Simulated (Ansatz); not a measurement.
## Quasi-harmonic thermodynamics of AgB (hypothetical, Pm-3m)

How much does AgB (hypothetical) expand with temperature? The crystal structure is hypothetical: it was made by swapping elements on a known structure type.

Method: DFT PBEsol, scalar-relativistic, plane waves, PAW, in Ansatz 0.2.0.

Most raw output is cut from this account.

**1. Starting point**

It takes space group Pm-3m (No. 221, cubic). Conventional cell: a = 3.045 Å, b = 3.045 Å, c = 3.045 Å, α = 90.00°, β = 90.00°, γ = 90.00°. Nearest to B lie 8 Ag at 2.64 Å. Nearest to Ag lie 8 B at 2.64 Å. Farther neighbours are not listed.

**2. A first coarse run**

Before spending time, one coarse run tells the gap and the pressure of the starting cell.

Contents of input.yaml:

```yaml
crystal:
  lattice:
    - [3.04475, 0.0, 0.0]
    - [0.0, 3.04475, 0.0]
    - [0.0, 0.0, 3.04475]
  atoms:
    - { symbol: B, position: [0.5, 0.5, 0.5] }
    - { symbol: Ag, position: [0.0, 0.0, 0.0] }
kpoints:
  mp_grid: { grid: [6, 6, 6] }
hamiltonian:
  xc: pbesol
scf:
  occupations: { method: gaussian, width: 0.1 }
output:
  forces: true
  stress: true
  eigenvalues: true
```

Started as:

```console
$ ansatz run input.yaml --threads 4 --pin off --max-ram 8192MiB --backend cpu --events-out ev --progress --plain --runs-dir out
```

The job ended after 0.82 s (4 threads of Arm Neoverse V2, shared host; peak memory 0.27 GiB; 1.3 s of CPU time).

This step gave:

```
pressure          : -16.40 GPa
volume per atom   : 14.11 Å³
gap on the k-mesh : 0 eV
```

The start is under -16 GPa at this level and looks like a metal on this mesh.

**3. A loose first relaxation**

The start is far from rest, so a relaxation with loose thresholds first brings it near the minimum.

input.yaml, as its differences from that of step 2:

```diff
@@ -18 +18,6 @@
   eigenvalues: true
+relax:
+  adjacent_minimum: "off"
+  f_tol: 0.05
+  max_steps: 80
+  cell: { stress_tol: 0.5 }
```

Elapsed: 1.6 s, on 4 threads; peak memory 0.28 GiB.

Step by step:

| step | energy less that of the first step (eV) | largest force component (eV/Å) | pressure (GPa) | volume (Å³) |
| --- | --- | --- | --- | --- |
| 1 | 0.0000 | 0.0000 | -16.40 | 28.23 |
| 2 | -0.2893 | 0.0000 | -5.51 | 24.30 |
| 3 | -0.3024 | 0.0000 | 4.14 | 22.70 |
| 4 | -0.3087 | 0.0000 | -0.65 | 23.36 |
| 5 | -0.3090 | 0.0000 | 0.00 | 23.26 |
| 6* | -0.3070 | 0.0000 | -0.06 | 23.26 |

Relaxation steps marked * repeat the geometry before them on a plane-wave basis chosen anew for their cell, so energy and pressure can jump there.

Forces are held to the 48 operations that the run works with; a distortion that breaks them can't arise in this run.

| conventional cell, symmetrised | before | after | change |
| --- | --- | --- | --- |
| a (Å) | 3.045 | 2.855 | -6.2 % |
| b (Å) | 3.045 | 2.855 | -6.2 % |
| c (Å) | 3.045 | 2.855 | -6.2 % |
| volume (Å³/atom) | 14.11 | 11.63 | -17.6 % |

Final coordinates:

```
B Ag
1.0
     2.85450    0.00000    0.00000
     0.00000    2.85450    0.00000
     0.00000    0.00000    2.85450
B Ag
1 1
Direct
  0.50000 0.50000 0.50000
  0.00000 0.00000 0.00000
```

This step gave:

- pressure: -0.05527 GPa
- volume per atom: 11.63 Å³

The relaxation ends with a pressure of -0.06 GPa.

**4. Finding the static equilibrium**

The vibrations must be taken about the equilibrium of this functional, not about the starting cell, so the structure is relaxed.

input.yaml, the sections that differ from step 3:

```yaml
crystal:
  lattice:
    - [2.8545046699, 0.0, 0.0]
    - [0.0, 2.8545046699, 0.0]
    - [0.0, 0.0, 2.8545046699]
  atoms:
    - { symbol: B, position: [0.5, 0.5, 0.5] }
    - { symbol: Ag, position: [0.0, 0.0, 0.0] }
kpoints:
  mp_grid: { grid: [14, 14, 14] }
relax:
  adjacent_minimum: "off"
  f_tol: 0.005
  max_steps: 80
  cell: { stress_tol: 0.05 }
# hamiltonian, scf, output: as in step 3
```

The job ended after 2.5 s (4 threads; peak memory 0.33 GiB).

Step by step:

| step | energy less that of the first step (eV) | largest force component (eV/Å) | pressure (GPa) | volume (Å³) |
| --- | --- | --- | --- | --- |
| 1 | 0.0000 | 0.0000 | 1.06 | 23.26 |
| 2 | -0.0004 | 0.0000 | -0.12 | 23.45 |
| 3 | -0.0004 | 0.0000 | 0.00 | 23.43 |
| 4* | -0.0006 | 0.0000 | 0.00 | 23.43 |

Relaxation steps marked * repeat the geometry before them on a plane-wave basis chosen anew for their cell, so energy and pressure can jump there.

Forces are held to the 48 operations that the run works with; a distortion that breaks them can't arise in this run.

| conventional cell, symmetrised | before | after | change |
| --- | --- | --- | --- |
| a (Å) | 2.855 | 2.861 | +0.2 % |
| b (Å) | 2.855 | 2.861 | +0.2 % |
| c (Å) | 2.855 | 2.861 | +0.2 % |
| volume (Å³/atom) | 11.63 | 11.72 | +0.7 % |

The relaxed structure:

```cif
data_structure
_symmetry_space_group_name_H-M 'P 1'
_symmetry_Int_Tables_number 1
_cell_length_a 2.8615
_cell_length_b 2.8615
_cell_length_c 2.8615
_cell_angle_alpha 90.000
_cell_angle_beta 90.000
_cell_angle_gamma 90.000
_cell_volume 23.43
loop_
_atom_site_label
_atom_site_type_symbol
_atom_site_fract_x
_atom_site_fract_y
_atom_site_fract_z
_atom_site_occupancy
B1 B 0.50000 0.50000 0.50000 1
Ag2 Ag 0.00000 0.00000 0.00000 1
```

This step gave:

| Property | Result |
| --- | --- |
| pressure | 0.002166 GPa |
| volume per atom | 11.72 Å³ |

The relaxation ends with a pressure of 0.00 GPa.

**5. Relaxing to small residual forces and stress**

The relaxation is repeated with tighter thresholds on force and stress, since phonons are sensitive to what is left; a change of mesh or smearing in the input moves the cell too.

Contents of input.yaml:

```yaml
crystal:
  lattice:
    - [2.8614831554, 0.0, 0.0]
    - [0.0, 2.8614831554, 0.0]
    - [0.0, 0.0, 2.8614831554]
  atoms:
    - { symbol: B, position: [0.5, 0.5, 0.5] }
    - { symbol: Ag, position: [0.0, 0.0, 0.0] }
kpoints:
  mp_grid: { grid: [16, 16, 16] }
hamiltonian:
  xc: pbesol
scf:
  occupations: { method: methfessel_paxton, width: 0.15 }
output:
  forces: true
  stress: true
  eigenvalues: true
relax:
  adjacent_minimum: "off"
  f_tol: 0.001
  max_steps: 60
  cell: { stress_tol: 0.01 }
```

Run time: 3 s. Hardware: 4 threads; peak memory 0.36 GiB; 10 s of CPU time.

Little changed from the start: no atom moved by 0.005 Å and no cell edge by 0.1 %.

Numbers from this step:

```
pressure        : -3.63e-4 GPa
volume per atom : 11.71 Å³
```

The residual pressure is -3.6e-4 GPa, small enough for phonons.

**6. The quasi-harmonic study, q-mesh 2×2×2**

The study relaxes the crystal at several strains, solves the phonons on some of them and minimises the free energy at each temperature (static energy, vibrations, the electrons in a metal, and PV under a set pressure); the q-mesh sets how far the force constants reach.

input.yaml, the sections that differ from step 5:

```yaml
crystal:
  lattice:
    - [2.8610648435, 0.0, 0.0]
    - [0.0, 2.8610648435, 0.0]
    - [0.0, 0.0, 2.8610648435]
  atoms:
    - { symbol: B, position: [0.5, 0.5, 0.5] }
    - { symbol: Ag, position: [0.0, 0.0, 0.0] }
output:
  eigenvalues: true
phonons:
  method: dfpt
  qmesh: [2, 2, 2]
  temperatures: { t_max: 800.0, t_step: 50 }
  thermal_expansion: {}
# kpoints, hamiltonian, scf: as in step 5
# relax: removed
```

It took 89 s on 4 threads; peak memory 1 GiB.

The run ended with an error.

The program's message: “vibrations stand at or below zero in cell 4 (1.125 modes a cell, the lowest at -123.0 cm⁻¹): the crystal is at no minimum there, or its k-points are too few: type the crystal that it becomes, another …”

**7. The quasi-harmonic study, q-mesh 4×4×4**

Thermal expansion follows from how the free energy of the vibrations (and of the electrons in a metal) changes with strain, so the program makes strained cells, their phonons and a fit in one run.

input.yaml, as its differences from that of step 6:

```diff
@@ -18,3 +18,3 @@
   method: dfpt
-  qmesh: [2, 2, 2]
+  qmesh: [4, 4, 4]
   temperatures: { t_max: 800.0, t_step: 50 }
```

Wall time 8 min (4 threads); peak memory 2.4 GiB.

The run ended with an error.

The program's message: “vibrations stand at or below zero in cell 4 (0.953 modes a cell, the lowest at -123.0 cm⁻¹): the crystal is at no minimum there, or its k-points are too few: type the crystal that it becomes, another …”

**8. Phonons of the refused cell**

The study refused this cell, so its phonons are run alone to see which modes are imaginary.

input.yaml, the sections that differ from step 7:

```yaml
phonons:
  method: dfpt
  qmesh: [4, 4, 4]
  temperatures: { t_max: 1000, t_step: 50 }
  qpath:
    path:
      - [[0.0, 0.0, 0.0], [0.0, 0.5, 0.0], [0.5, 0.5, 0.0], [0.0, 0.0, 0.0], [0.5, 0.5, 0.5], [0.0, 0.5, 0.0]]
      - [[0.5, 0.5, 0.5], [0.5, 0.5, 0.0]]
    npoints: 10
# crystal, kpoints, hamiltonian, scf, output: as in step 7
```

Wall time 4.3 min (4 threads); peak memory 2 GiB; 17 min of CPU time.

This step gave:

| Quantity | Value |
| --- | --- |
| Γ frequencies | 0, 0, 0, 187.2, 187.2, 187.2 cm⁻¹ (negative: imaginary) |
| lowest frequency on the path | -124.3 cm⁻¹ |
| point group | m-3m |
| highest frequency | 306.2 cm⁻¹ |

No LO-TO term. Phonon branches along the path, in cm⁻¹:

| point | branch 1 | branch 2 | branch 3 | branch 4 | branch 5 | branch 6 |
| --- | --- | --- | --- | --- | --- | --- |
| Γ | 0 | 0 | 0 | 187 | 187 | 187 |
| halfway | -11 | -11 | 120 | 191 | 191 | 223 |
| X | 39 | 39 | 168 | 188 | 188 | 271 |
| halfway | 64 | 92 | 114 | 228 | 239 | 240 |
| M | -55 | -55 | 68 | 236 | 236 | 250 |
| halfway | 42 | 52 | 119 | 205 | 215 | 237 |
| Γ | 0 | 0 | 0 | 187 | 187 | 187 |
| halfway | -19 | -19 | 116 | 198 | 198 | 306 |
| R | -124 | -124 | -124 | 149 | 149 | 149 |
| halfway | -46 | 111 | 113 | 158 | 190 | 266 |
| X | 39 | 39 | 168 | 188 | 188 | 271 |
| jump to R | -124 | -124 | -124 | 149 | 149 | 149 |
| halfway | -109 | -109 | 117 | 186 | 193 | 193 |
| M | -55 | -55 | 68 | 236 | 236 | 250 |

Tetrahedra on 24 24 24, mean over bins of 5 cm⁻¹. Phonon density of states against wavenumber; read off at these points:

| wavenumber (cm⁻¹) | phonon density of states (1/cm⁻¹/cell) |
| --- | --- |
| -122 | 0.00328 |
| -108 | 0.0043 |
| -92 | 0.00455 |
| -78 | 0.00455 |
| -62 | 0.00464 |
| -48 | 0.00451 |
| -32 | 0.00328 |
| -18 | 0.00292 |
| -2 | 0.00526 |
| 12 | 0.00844 |
| 28 | 0.0145 |
| 42 | 0.0212 |
| 58 | 0.0243 |
| 68 | 0.0332 |
| 72 | 0.0256 |
| 88 | 0.0145 |
| 98 | 0.0110 |
| 112 | 0.0245 |
| 118 | 0.0335 |
| 128 | 0.0126 |
| 142 | 0.00967 |
| 158 | 0.00647 |
| 172 | 0.00871 |
| 188 | 0.0560 |
| 202 | 0.0327 |
| 218 | 0.0294 |
| 232 | 0.0301 |
| 248 | 0.0258 |
| 262 | 0.0173 |
| 278 | 0.00767 |
| 292 | 0.00356 |
| 308 | 1.0e-5 |

No LO-TO term. Modes at Γ, with each element's share of the kinetic energy:

| mode | frequency (cm⁻¹) | symmetry | B % | Ag % |
| --- | --- | --- | --- | --- |
| 1 | 0.0 | T1u | 9 | 91 |
| 2 | 0.0 | T1u | 9 | 91 |
| 3 | 0.0 | T1u | 9 | 91 |
| 4 | 187.2 | T1u | 91 | 9 |
| 5 | 187.2 | T1u | 91 | 9 |
| 6 | 187.2 | T1u | 91 | 9 |

Displacements in mode 6 (187.2 cm⁻¹), the largest set to 1:
```
B1  -0.91  1.00  0.09
Ag2  0.09 -0.10 -0.01
```

Lowest modes at the softest wavevector of the mesh; phase exp(i q.(R + tau)). Modes at q = (0.500, 0.500, 0.500), with each element's share of the kinetic energy (negative means imaginary):

| mode | frequency (cm⁻¹) | B % | Ag % |
| --- | --- | --- | --- |
| 1 | -123.6 | 100 | 0 |
| 2 | -123.6 | 100 | 0 |
| 3 | -123.6 | 100 | 0 |
| 4 | 148.9 | 0 | 100 |
| 5 | 148.9 | 0 | 100 |
| 6 | 148.9 | 0 | 100 |

Displacements in mode 3 (-123.6 cm⁻¹), the largest set to 1, in the home cell:
```
B1   1.00 -0.65 -0.74
Ag2  0.00  0.00  0.00
```

Displacements in mode 6 (148.9 cm⁻¹), the largest set to 1, in the home cell:
```
B1   0.00  0.00  0.00
Ag2  0.05 -0.08  1.00
```

The modes has structure finer than the step of the table below, so its rows give means over 10 cm⁻¹, whole bins alone (the curve runs from -132 to 324 cm⁻¹). Peaks (cm⁻¹: height): Ag 68.5: 0.0292, 120.2: 0.0287, 189.1: 0.00992; B 189.1: 0.0474, 252.3: 0.0248.

Phonopy on the run's constants, 19x19x19 mesh, Gaussian sigma 3.3 cm⁻¹. Table of modes by wavenumber; means over each step; values in 1/cm⁻¹/cell:

| wavenumber (cm⁻¹) | Ag | B |
| --- | --- | --- |
| -120 | 5.2e-4 | 0.00329 |
| -110 | 8.9e-4 | 0.00304 |
| -100 | 0.00118 | 0.00330 |
| -90 | 0.00155 | 0.00357 |
| -80 | 0.00190 | 0.00319 |
| -70 | 0.00181 | 0.00229 |
| -60 | 0.00276 | 0.00305 |
| -50 | 0.00169 | 0.00163 |
| -40 | 0.00293 | 0.00263 |
| -30 | 0.00142 | 0.00135 |
| -20 | 0.00217 | 0.00166 |
| -10 | 0.00370 | 0.00120 |
| 0 | 0.00181 | 6.3e-4 |
| 10 | 0.00535 | 0.00134 |
| 20 | 0.00815 | 0.00188 |
| 30 | 0.0127 | 0.00330 |
| 40 | 0.0156 | 0.00390 |
| 50 | 0.0187 | 0.00442 |
| 60 | 0.0225 | 0.00336 |
| 70 | 0.0254 | 0.00289 |
| 80 | 0.0150 | 0.00205 |
| 90 | 0.0116 | 0.00214 |
| 100 | 0.0102 | 0.00159 |
| 110 | 0.0178 | 0.00256 |
| 120 | 0.0259 | 0.00313 |
| 130 | 0.0123 | 0.00197 |
| 140 | 0.00757 | 0.00166 |
| 150 | 0.00575 | 0.00233 |
| 160 | 0.00391 | 0.00200 |
| 170 | 0.00415 | 0.00479 |
| 180 | 0.00548 | 0.0109 |
| 190 | 0.00875 | 0.0403 |
| 200 | 0.00778 | 0.0276 |
| 210 | 0.00764 | 0.0231 |
| 220 | 0.00709 | 0.0215 |
| 230 | 0.00674 | 0.0209 |
| 240 | 0.00319 | 0.0168 |
| 250 | 0.00206 | 0.0213 |
| 260 | 0.00182 | 0.0162 |
| 270 | 0.00135 | 0.0121 |
| 280 | 5.6e-4 | 0.00605 |
| 290 | 2.9e-4 | 0.00421 |
| 300 | 1.0e-4 | 0.00191 |
| 310 | 1.2e-5 | 2.5e-4 |

The lowest solved frequency is -124 cm⁻¹, so the cell is unstable here and gives no valid free energy.

**9. Results**

```yaml
lowest_frequency_at_the_solved_wavevectors: -124 cm⁻¹
```

What this shows: With imaginary harmonic modes at the relaxed cell the quasi-harmonic free energy is undefined, so no expansion is obtained for this phase at this level. The softest solved mode is 124i cm⁻¹ at q = (-0.5, -0.5, -0.5), and 6 of 10 solved wavevectors carry a mode beyond 8i cm⁻¹. In a metal soft modes also hang on the k-mesh and the smearing, which were not converged here. The PAW files were made for PBE and are used here under another functional, for which the program regenerates the frozen cores.

[Logs are printed without paths, hosts, clocks, repeated set-up lines and the standing remarks that a program may print on its own settings, such as how far it seeks lower states.]

[Hosts, paths, dates, database ids (printed as entryN), source tags and the programs' standing remarks are cut or masked in the printed files.]

[A step with changed settings may run another functional than the one named; its input shows which.]
